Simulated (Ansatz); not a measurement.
# Be4P2O (built on the sites of a database entry of Ca4Sb2O): following an unstable mode, part 2 of 3

Wanted: the energy along a soft mode of Be4P2O (built on the sites of a database entry of Ca4Sb2O) and the structure at the end.

Ansatz 0.2.0; DFT PBEsol, scalar-relativistic, plane waves, PAW.

So far. Step 4 (The mode frozen in, largest atomic shift 0.32 Å): The run ends at a pressure of 1.32 GPa, with forces up to 0.33 eV/Å. Step 5 (Energy along the mode, all amplitudes (two of the runs …): The lowest of the steps tried is at 0.32 Å, 35.3 meV/atom below the parent; the bottom of the well need not coincide with a step.

The structure was built from a prototype and need not be the compound's stable phase.

## 6. Relaxing from the distorted cell

Starting from the lowest point found, all atoms and the cell are let go, so that strain and other modes of the same symmetry can join in.

File input.yaml:

```yaml
crystal:
  lattice:
    - [-1.7913590676, 1.7913590676, 5.4716745197]
    - [1.7913590676, -1.7913590676, 5.4716745197]
    - [1.7913590676, 1.7913590676, -5.4716745197]
  atoms:
    - { symbol: Be, position: [0.4857422775, 0.00441554, 0.4901578176] }
    - { symbol: Be, position: [0.0027975409, 0.4774961129, 0.4802936538] }
    - { symbol: Be, position: [0.3908529654, 0.4185000673, 0.1232514767] }
    - { symbol: Be, position: [0.7047514094, 0.7323985112, 0.1232514767] }
    - { symbol: P, position: [0.1375189469, 0.1324529891, -0.0225841673] }
    - { symbol: P, position: [0.8449628435, 0.8398968858, -0.0225841673] }
    - { symbol: O, position: [0.4865167809, 0.4787185617, -0.0347646574] }
kpoints:
  mp_grid: { grid: [16, 16, 16] }
hamiltonian:
  xc: pbesol
scf:
  occupations: { method: methfessel_paxton, width: 0.2 }
output:
  forces: true
  stress: true
  eigenvalues: true
relax:
  adjacent_minimum: "off"
  f_tol: 0.002
  max_steps: 120
  cell: { stress_tol: 0.03 }
```

The run is started by

```console
$ ansatz run input.yaml --threads 8 --pin off --max-ram 14336MiB --backend cpu --events-out ev --progress --plain --runs-dir out
```

Numbers of over 12 decimals in the logs are rounded to 6 here.

The log of the run:

```text
[...]
Crystal: 7 atoms, lattice volume = 70.234 Å³
Basis set: ecut = 420 eV, 1355 PW (Γ), FFT grids on a1+a3, a2+a3, a3, exchange–correlation on 48×48×90 points (8 copies of the dense FFT grid, shifted against one another)
Bands: 19, of which v1, the nominal top of the filled ones, is band 12 counted from 1 (11 counted from 0)
Symmetry: 2 space group operations
[...]
k-points: 1098 of 4096 (time reversal used)
[...]
SCF iter   1: F=—  HF=-2403.806722 eV  |F-HF|=—  |Δ(HF+E_count)|=         —  Δρ=9.74e-3  dr2=5.66e-2  ethr=1.77e-3  ⟨swp⟩=5.7  Hψ=117115  notcnv=0
[...]
SCF iter   6: F=-2403.791765 eV  HF=-2403.791765 eV  |F-HF|=1.56e-8  |Δ(HF+E_count)|=   1.27e-7  S|Δr|=    0.00e0  Δρ=5.40e-6  dr2=3.26e-8  ethr=4.17e-10  ⟨swp⟩=8.6  Hψ=110949  notcnv=0
SCF 1 converged in 6 iterations: F = -2403.791765 eV  dr2 = 3.26e-8
[...]
relax step   1: F+E_penalty+E_count = -2403.79176519 eV  Δ(F+E_penalty+E_count) = +0.000e0 eV  max|allowed force component| = 3.216e-1 eV/Å  Δτ_max = 0.0000 Å  P = +1.315 GPa  Ω = 70.234 Å³  (6 SCF iters, dr2 threshold 1.00e-7 eV, accepted)
Crystal: 7 atoms, lattice volume = 70.826 Å³
Basis set: ecut = 420 eV, 1359 PW (Γ), FFT grids on a1+a3, a2+a3, a3, exchange–correlation on 48×48×90 points (8 copies of the dense FFT grid, shifted against one another)
[...]
iter 1 solved again at ethr=2.74e-5 eV; its pass at ethr=3.10e-3 eV (dr2=6.58e-3 eV) is discarded
[...]
SCF iter   5: F=-2403.872847 eV  HF=-2403.872847 eV  |F-HF|=3.44e-8  |Δ(HF+E_count)|=   1.62e-6  S|Δr|=    0.00e0  Δρ=1.61e-5  dr2=1.89e-7  ethr=2.92e-9  ⟨swp⟩=4.0  Hψ=101059  notcnv=0
SCF 2 converged in 5 iterations: F = -2403.872847 eV  dr2 = 1.89e-7
relax step   2: F+E_penalty+E_count = -2403.87284685 eV  Δ(F+E_penalty+E_count) = -8.108e-2 eV  max|allowed force component| = 3.384e-1 eV/Å  Δτ_max = 0.0288 Å  P = +0.503 GPa  Ω = 70.826 Å³  energy of the carried Pulay correction = -7.500e-4 eV  (5 SCF iters, dr2 threshold 7.00e-7 eV, accepted)
Crystal: 7 atoms, lattice volume = 72.151 Å³
Basis set: ecut = 420 eV, 1407 PW (Γ), FFT grids on a1+a3, a2+a3, a3, exchange–correlation on 48×48×90 points (8 copies of the dense FFT grid, shifted against one another)
[...]
SCF iter   6: F=-2404.063187 eV  HF=-2404.063187 eV  |F-HF|=9.04e-8  |Δ(HF+E_count)|=   5.31e-7  S|Δr|=    0.00e0  Δρ=1.31e-5  dr2=2.19e-7  ethr=2.92e-9  ⟨swp⟩=6.1  Hψ=101468  notcnv=0
SCF 3 converged in 6 iterations: F = -2404.063187 eV  dr2 = 2.19e-7
[...]
relax step   3: F+E_penalty+E_count = -2404.06318651 eV  Δ(F+E_penalty+E_count) = -1.903e-1 eV  max|allowed force component| = 5.545e-1 eV/Å  Δτ_max = 0.1071 Å  P = -0.462 GPa  Ω = 72.151 Å³  energy of the carried Pulay correction = -2.407e-3 eV  (6 SCF iters, dr2 threshold 7.00e-7 eV, accepted)
[... from here on, the SCF cycles and remarks between the steps are left out ...]
relax step   4: F+E_penalty+E_count = -2404.31952391 eV  Δ(F+E_penalty+E_count) = -2.563e-1 eV  max|allowed force component| = 8.821e-1 eV/Å  Δτ_max = 0.1204 Å  P = -0.906 GPa  Ω = 73.294 Å³  energy of the carried Pulay correction = -3.810e-3 eV  (6 SCF iters, dr2 threshold 7.00e-7 eV, accepted)
relax step   5: F+E_penalty+E_count = -2404.62165600 eV  Δ(F+E_penalty+E_count) = -3.021e-1 eV  max|allowed force component| = 4.476e-1 eV/Å  Δτ_max = 0.1244 Å  P = +0.194 GPa  Ω = 73.359 Å³  energy of the carried Pulay correction = -3.890e-3 eV  (6 SCF iters, dr2 threshold 7.00e-7 eV, accepted)
relax step   6: F+E_penalty+E_count = -2404.74706198 eV  Δ(F+E_penalty+E_count) = -1.254e-1 eV  max|allowed force component| = 7.131e-1 eV/Å  Δτ_max = 0.1229 Å  P = +0.752 GPa  Ω = 73.724 Å³  energy of the carried Pulay correction = -4.333e-3 eV  (6 SCF iters, dr2 threshold 7.00e-7 eV, accepted)
relax step   7: F+E_penalty+E_count = -2404.77373568 eV  Δ(F+E_penalty+E_count) = -2.667e-2 eV  max|allowed force component| = 1.267e-1 eV/Å  Δτ_max = 0.0494 Å  P = -0.376 GPa  Ω = 73.951 Å³  energy of the carried Pulay correction = -4.608e-3 eV  (6 SCF iters, dr2 threshold 7.00e-7 eV, accepted)
relax step   8: F+E_penalty+E_count = -2404.77746652 eV  Δ(F+E_penalty+E_count) = -3.731e-3 eV  max|allowed force component| = 2.674e-2 eV/Å  Δτ_max = 0.0115 Å  P = +0.057 GPa  Ω = 73.788 Å³  energy of the carried Pulay correction = -4.411e-3 eV  (5 SCF iters, dr2 threshold 7.00e-7 eV, accepted)
relax step   9: F+E_penalty+E_count = -2404.77749151 eV  Δ(F+E_penalty+E_count) = -2.499e-5 eV  max|allowed force component| = 8.439e-3 eV/Å  Δτ_max = 0.0031 Å  P = -0.027 GPa  Ω = 73.822 Å³  energy of the carried Pulay correction = -4.452e-3 eV  (5 SCF iters, dr2 threshold 6.13e-8 eV, accepted)
relax step  10: F+E_penalty+E_count = -2404.77752127 eV  Δ(F+E_penalty+E_count) = -2.976e-5 eV  max|allowed force component| = 1.804e-4 eV/Å  Δτ_max = 0.0009 Å  P = -0.004 GPa  Ω = 73.814 Å³  energy of the carried Pulay correction = -4.441e-3 eV  (5 SCF iters, dr2 threshold 9.51e-9 eV, accepted)
relax step  11: F+E_penalty+E_count = -2404.86293240 eV  Δ(F+E_penalty+E_count) = -8.541e-2 eV  max|allowed force component| = 5.197e-2 eV/Å  Δτ_max = 0.0000 Å  P = +1.162 GPa  Ω = 73.814 Å³  stress off target by 3.09e0 GPa  SCF on the basis re-selected at this cell (its energy is not comparable with the rows above)  (7 SCF iters)
relax step  12: F+E_penalty+E_count = -2404.87860309 eV  Δ(F+E_penalty+E_count) = -1.567e-2 eV  max|allowed force component| = 2.505e-2 eV/Å  Δτ_max = 0.0191 Å  P = +0.133 GPa  Ω = 74.531 Å³  energy of the carried Pulay correction = -9.096e-4 eV  (5 SCF iters, dr2 threshold 7.00e-7 eV, accepted)
relax step  13: F+E_penalty+E_count = -2404.88039177 eV  Δ(F+E_penalty+E_count) = -1.789e-3 eV  max|allowed force component| = 1.940e-2 eV/Å  Δτ_max = 0.0101 Å  P = +0.096 GPa  Ω = 74.645 Å³  energy of the carried Pulay correction = -1.058e-3 eV  (5 SCF iters, dr2 threshold 7.00e-7 eV, accepted)
relax step  14: F+E_penalty+E_count = -2404.88033765 eV  Δ(F+E_penalty+E_count) = +5.412e-5 eV  max|allowed force component| = 9.629e-3 eV/Å  Δτ_max = 0.0019 Å  P = -0.039 GPa  Ω = 74.715 Å³  energy of the carried Pulay correction = -1.155e-3 eV  (4 SCF iters, dr2 threshold 3.58e-8 eV, accepted)
relax step  15: F+E_penalty+E_count = -2404.88038177 eV  Δ(F+E_penalty+E_count) = -4.412e-5 eV  max|allowed force component| = 1.539e-3 eV/Å  Δτ_max = 0.0006 Å  P = +0.000 GPa  Ω = 74.691 Å³  energy of the carried Pulay correction = -1.122e-3 eV  (4 SCF iters, dr2 threshold 1.00e-8 eV, accepted)
relax step  16: F+E_penalty+E_count = -2404.88213331 eV  Δ(F+E_penalty+E_count) = -1.752e-3 eV  max|allowed force component| = 1.497e-3 eV/Å  Δτ_max = 0.0000 Å  P = +0.018 GPa  Ω = 74.691 Å³  stress off target by 9.47e-2 GPa  SCF on the basis re-selected at this cell (its energy is not comparable with the rows above)  (6 SCF iters)
relax step  17: F+E_penalty+E_count = -2404.88213468 eV  Δ(F+E_penalty+E_count) = -1.373e-6 eV  max|allowed force component| = 1.566e-4 eV/Å  Δτ_max = 0.0009 Å  P = -0.003 GPa  Ω = 74.711 Å³  energy of the carried Pulay correction = -2.433e-5 eV  (5 SCF iters, dr2 threshold 2.24e-8 eV, accepted)
[...]
SCF iter   4: F=-2404.882159 eV  HF=-2404.882159 eV  |F-HF|=2.27e-12  |Δ(HF+E_count)|=   6.92e-9  S|Δr|=    0.00e0  Δρ=1.21e-7  dr2=1.28e-11  ethr=1.00e-12  ⟨swp⟩=5.8  Hψ=111790  notcnv=0
SCF 18 converged in 4 iterations: F = -2404.882159 eV  dr2 = 1.28e-11
relax step  18: F+E_penalty+E_count = -2404.88215887 eV  Δ(F+E_penalty+E_count) = -2.418e-5 eV  max|allowed force component| = 1.567e-4 eV/Å  Δτ_max = 0.0000 Å  P = -0.002 GPa  Ω = 74.711 Å³  stress off target by 1.45e-2 GPa  SCF on the basis re-selected at this cell (its energy is not comparable with the rows above)  (4 SCF iters)
[...]
SCF converged after 4 iterations
[...]
Free energy (F): -2404.882159 eV
[...]
Internal energy: -2404.882500 eV  (E = F + TS)
E sigma→0 (E₀):  -2404.882244 eV
Entropy (-TS):   0.000341 eV (0.049 meV/atom)
Fermi energy:    8.397323 eV
[...]
--- Forces (eV/Å), atoms counted from 1 ---
  atom   1  Be     0.00012503     0.00004610    -0.00000000
  atom   2  Be    -0.00002180     0.00010425     0.00000000
  atom   3  Be    -0.00008157     0.00009997    -0.00001857
  atom   4  Be    -0.00008157     0.00009997     0.00001857
  atom   5  P      0.00006958    -0.00015678     0.00003083
  atom   6  P      0.00006958    -0.00015678    -0.00003083
  atom   7  O     -0.00007961    -0.00003729    -0.00000000
  max |Σ_I F_I| component: 5.53e-7 eV/Å
--- Stress (GPa, compression-positive) ---
        0.006658       0.001073      -0.000000
        0.001073      -0.014400       0.000000
       -0.000000       0.000000       0.000457
  P = ⅓ Tr σ = -0.0024 GPa (-0.024 kbar)
--- Band table (eV; the first three rows and the last of 1098) ---
  k-point 0: bands = [... 8 lower, 6.5387, 6.5742, 6.9569, 6.9813, 9.3382, 10.0514, 11.6389, 12.0789, ... 3 higher]
  k-point 1: bands = [... 8 lower, 6.2198, 6.2347, 6.7886, 7.0427, 9.4947, 10.4856, 11.8390, 12.2773, ... 3 higher]
  k-point 2: bands = [... 8 lower, 5.4671, 5.5664, 6.4507, 7.1913, 9.9536, 11.4021, 11.8765, 12.9436, ... 3 higher]
  k-point 1097: bands = [... 8 lower, 5.2875, 6.0057, 6.8129, 8.2297, 8.5328, 10.4771, 11.1831, 11.3520, ... 3 higher]
--- Relaxed structure (15 steps of the walk, 15 accepted, 3 SCFs on fresh bases) ---
  F+E_penalty+E_count = -2404.88215887 eV   max|allowed force component| = 1.567e-4 eV/Å   (the final SCF, on the basis selected at the relaxed cell)
  cell:  # Å, volume = 74.7111 Å³
    - [-2.226236, 1.709320, 4.908334]
    - [2.226236, -1.709320, 4.908334]
    - [2.226220, 1.709303, -4.908334]
  atoms:
    - { symbol: Be, position: [0.507583, 0.053652, 0.561235] }
    - { symbol: Be, position: [0.00758588, 0.330356, 0.337942] }
    - { symbol: Be, position: [0.362357, 0.514141, 0.166969] }
    - { symbol: Be, position: [0.652827, 0.804612, 0.166969] }
    - { symbol: P, position: [0.163232, 0.123887, -0.024152] }
    - { symbol: P, position: [0.851961, 0.812616, -0.024152] }
    - { symbol: O, position: [0.507597, 0.444614, -0.047789] }
```

The job ended after 7.9 min (8 threads of Intel Xeon Platinum 8259CL at 2.50GHz (Skylake/Cascade Lake), shared host; peak memory 1.9 GiB).

The steps of the relaxation:

| step | energy less that of the first step (eV) | largest force component (eV/Å) | pressure (GPa) | volume (Å³) |
| --- | --- | --- | --- | --- |
| 1 | 0.0000 | 0.3216 | 1.32 | 70.23 |
| 2 | -0.0811 | 0.3384 | 0.50 | 70.83 |
| 3 | -0.2714 | 0.5545 | -0.46 | 72.15 |
| 4 | -0.5278 | 0.8821 | -0.91 | 73.29 |
| 5 | -0.8299 | 0.4476 | 0.19 | 73.36 |
| 6 | -0.9553 | 0.7131 | 0.75 | 73.72 |
| 7 | -0.9820 | 0.1267 | -0.38 | 73.95 |
| 8 | -0.9857 | 0.0267 | 0.06 | 73.79 |
| 9 | -0.9857 | 0.0084 | -0.03 | 73.82 |
| 10 | -0.9858 | 0.0002 | 0.00 | 73.81 |
| 11* | -1.0712 | 0.0520 | 1.16 | 73.81 |
| 12 | -1.0868 | 0.0251 | 0.13 | 74.53 |
| 13 | -1.0886 | 0.0194 | 0.10 | 74.64 |
| 14 | -1.0886 | 0.0096 | -0.04 | 74.71 |
| 15 | -1.0886 | 0.0015 | 0.00 | 74.69 |
| 16* | -1.0904 | 0.0015 | 0.02 | 74.69 |
| 17 | -1.0904 | 0.0002 | 0.00 | 74.71 |
| 18* | -1.0904 | 0.0002 | 0.00 | 74.71 |

Relaxation steps marked * repeat the geometry before them on a plane-wave basis chosen anew for their cell, so energy and pressure can jump there.

The run keeps the 2 symmetry operations that it works with, so distortions that break them were not tested.

| cell as run | before | after | change |
| --- | --- | --- | --- |
| a (Å) | 6.030 | 5.654 | -6.2 % |
| b (Å) | 6.030 | 5.654 | -6.2 % |
| c (Å) | 6.030 | 5.654 | -6.2 % |
| α (°) | 145.43 | 133.63 | -8.1 % |
| β (°) | 145.43 | 144.81 | -0.4 % |
| γ (°) | 49.69 | 59.52 | +19.8 % |
| volume (Å³/atom) | 10.03 | 10.67 | +6.4 % |

The atoms that moved most (Å, as changes of fractional coordinates times the final cell):

| atom | dx | dy | dz | length |
| --- | --- | --- | --- | --- |
| Be2 | -0.655 | 0.016 | 0.000 | 0.655 |
| Be3 | 0.374 | -0.137 | 0.115 | 0.414 |
| Be4 | 0.374 | -0.137 | -0.115 | 0.414 |
| Be1 | 0.219 | 0.075 | 0.000 | 0.232 |
| O7 | -0.152 | 0.072 | 0.000 | 0.168 |
| P6 | -0.080 | 0.056 | -0.092 | 0.134 |
| P5 | -0.080 | 0.056 | 0.092 | 0.134 |

Numbers from this step:

```yaml
pressure: -0.002428 GPa
volume_per_atom: 10.67 Å³
gap_on_the_k_mesh: 0 eV
```

The distorted start has space group Cm; the relaxation ends in Imm2.

## 7. The new phase in its own primitive cell

The relaxed structure is symmetrised, reduced to its primitive cell and relaxed tightly, as its phonons need.

File input.yaml:

```yaml
crystal:
  lattice:
    - [-1.7093113461, 4.908333516, 2.2262279454]
    - [1.7093113461, -4.908333516, 2.2262279454]
    - [1.7093113461, 4.908333516, -2.2262279454]
  atoms:
    - { symbol: Be, position: [0.0612490586, 0.5612490586, 0.5] }
    - { symbol: Be, position: [0.3379532187, 0.3379532187, 0.0] }
    - { symbol: Be, position: [0.5217382371, 0.1669733116, 0.3547649255] }
    - { symbol: Be, position: [0.8122083861, 0.1669733116, 0.6452350745] }
    - { symbol: P, position: [0.1314840193, 0.9758484962, 0.155635523] }
    - { symbol: P, position: [0.8202129732, 0.9758484962, 0.844364477] }
    - { symbol: O, position: [0.4522108383, 0.9522108383, 0.5] }
kpoints:
  mp_grid: { grid: [14, 14, 14] }
hamiltonian:
  xc: pbesol
scf:
  occupations: { method: methfessel_paxton, width: 0.2 }
output:
  forces: true
  stress: true
  eigenvalues: true
relax:
  adjacent_minimum: "off"
  f_tol: 0.001
  max_steps: 60
  cell: { stress_tol: 0.01 }
```

The log of the run:

```text
[...]
Crystal: 7 atoms, lattice volume = 74.711 Å³
Basis set: ecut = 420 eV, 1463 PW (Γ), FFT grids on a1+a2, a2+a3, a3, exchange–correlation on 60×48×80 points (8 copies of the dense FFT grid, shifted against one another)
Bands: 19, of which v1, the nominal top of the filled ones, is band 12 counted from 1 (11 counted from 0)
Symmetry: 4 space group operations
[...]
- [1.709129, 4.908295, -2.226440]
  atoms:
    - { symbol: Be, position: [0.061260, 0.561260, 0.500000] }
    - { symbol: Be, position: [0.337933, 0.337933, 0.0] }
    - { symbol: Be, position: [0.521733, 0.166961, 0.354773] }
    - { symbol: Be, position: [0.812188, 0.166961, 0.645227] }
    - { symbol: P, position: [0.131509, 0.975867, 0.155642] }
    - { symbol: P, position: [0.820225, 0.975867, 0.844358] }
    - { symbol: O, position: [0.452207, 0.952207, 0.500000] }
[key lines of the parts left out:]
SCF converged after 6 iterations
Free energy (F): -2404.882230 eV
Fermi energy:    8.409164 eV
P = ⅓ Tr σ = -0.0001 GPa (-0.001 kbar)
```

Wall time 53 s (8 threads); peak memory 0.97 GiB; 6.7 min of CPU time.

[end of part 2 of 3]

[Logs are printed without paths, hosts, clocks, repeated set-up lines and the standing remarks that a program may print on its own settings, such as how far it seeks lower states.]

[Hosts, paths, dates, database ids (printed as entryN), source tags and the programs' standing remarks are cut or masked in the printed files.]
